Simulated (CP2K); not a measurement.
Methyloxirane has these distinct C atoms: C1 (bonded to C and 3 H), C2 (bonded to 2 C, O and H) and C3 (bonded to C, O and 2 H).

```xyz
10

C    -1.2009   -0.0675    0.3727
C     0.0514    0.4551   -0.2743
C     1.3055   -0.3168   -0.3095
O     1.1494    0.7858    0.6209
H    -0.9504   -0.7623    1.1851
H    -1.7921    0.7575    0.7945
H    -1.8298   -0.5946   -0.3596
H    -0.0942    1.1980   -1.0673
H     1.3319   -1.3103    0.1492
H     2.0292   -0.1449   -1.1117
```

Their partial C K spectra (CP2K XAS_TDP, all-electron GAPW, PBEh(45%), aug-cc-pVDZ, TDA, GW2X-corrected core level, no relativity) are given in random order, each times the number of alike atoms.

Gaussian full width 0.5 eV, oscillator strength per eV, alike atoms added, rows of zeros left out:

| E (eV) | curve 1 | curve 2 | curve 3 |
| --- | --- | --- | --- |
| 289.75 | 0.000 | 0.000 | 0.001 |
| 290.00 | 0.000 | 0.000 | 0.005 |
| 290.25 | 0.000 | 0.000 | 0.013 |
| 290.50 | 0.000 | 0.008 | 0.012 |
| 290.75 | 0.009 | 0.050 | 0.035 |
| 291.00 | 0.061 | 0.077 | 0.069 |
| 291.25 | 0.102 | 0.033 | 0.039 |
| 291.50 | 0.056 | 0.015 | 0.012 |
| 291.75 | 0.027 | 0.021 | 0.012 |
| 292.00 | 0.016 | 0.036 | 0.017 |
| 292.25 | 0.022 | 0.032 | 0.012 |
| 292.50 | 0.017 | 0.030 | 0.006 |
| 292.75 | 0.008 | 0.035 | 0.007 |
| 293.00 | 0.003 | 0.016 | 0.014 |
| 293.25 | 0.006 | 0.014 | 0.030 |
| 293.50 | 0.011 | 0.014 | 0.044 |
| 293.75 | 0.011 | 0.012 | 0.042 |
| 294.00 | 0.019 | 0.018 | 0.025 |
| 294.25 | 0.031 | 0.025 | 0.020 |
| 294.50 | 0.025 | 0.028 | 0.026 |
| 294.75 | 0.013 | 0.024 | 0.020 |
| 295.00 | 0.013 | 0.024 | 0.009 |
| 295.25 | 0.023 | 0.015 | 0.009 |
| 295.50 | 0.022 | 0.009 | 0.013 |
| 295.75 | 0.011 | 0.012 | 0.009 |
| 296.00 | 0.007 | 0.009 | 0.006 |
| 296.25 | 0.007 | 0.005 | 0.005 |
| 296.50 | 0.012 | 0.008 | 0.010 |
| 296.75 | 0.019 | 0.013 | 0.017 |
| 297.00 | 0.023 | 0.011 | 0.014 |
| 297.25 | 0.017 | 0.015 | 0.006 |
| 297.50 | 0.018 | 0.009 | 0.002 |
| 297.75 | 0.028 | 0.002 | 0.001 |
| 298.00 | 0.022 | 0.003 | 0.003 |
| 298.25 | 0.012 | 0.012 | 0.009 |
| 298.50 | 0.005 | 0.014 | 0.016 |

Which curve belongs to which atom?

Curve 1: C2 (bonded to 2 C, O and H), leading line at 291.21 eV (f = 0.054 an atom), ionisation energy 293.63 eV, term value 2.42 eV. Curve 2: C3 (bonded to C, O and 2 H), leading line at 290.95 eV (f = 0.042 an atom), ionisation energy 293.58 eV, term value 2.63 eV. Curve 3: C1 (bonded to C and 3 H), leading line at 290.29 eV (f = 0.007 an atom), ionisation energy 292.35 eV, term value 2.06 eV. The leading line of an atom is its first one with 35 % of the strongest within 2.5 eV of its lowest line over the strength cut. A line lies at the core ionisation energy, which rises as an atom loses charge to its neighbours or to a π system, less the term value, which is large for a low π* or σ* orbital with weight on that atom.

[Banner, clock and machine lines of the logs are left out without a mark of their own.]

[Logs are printed without paths, hosts, clocks, repeated set-up lines and the standing remarks that a program may print on its own settings, such as how far it seeks lower states.]

[Hosts, paths, dates, database ids (printed as entryN), source tags and the programs' standing remarks are cut or masked in the printed files.]
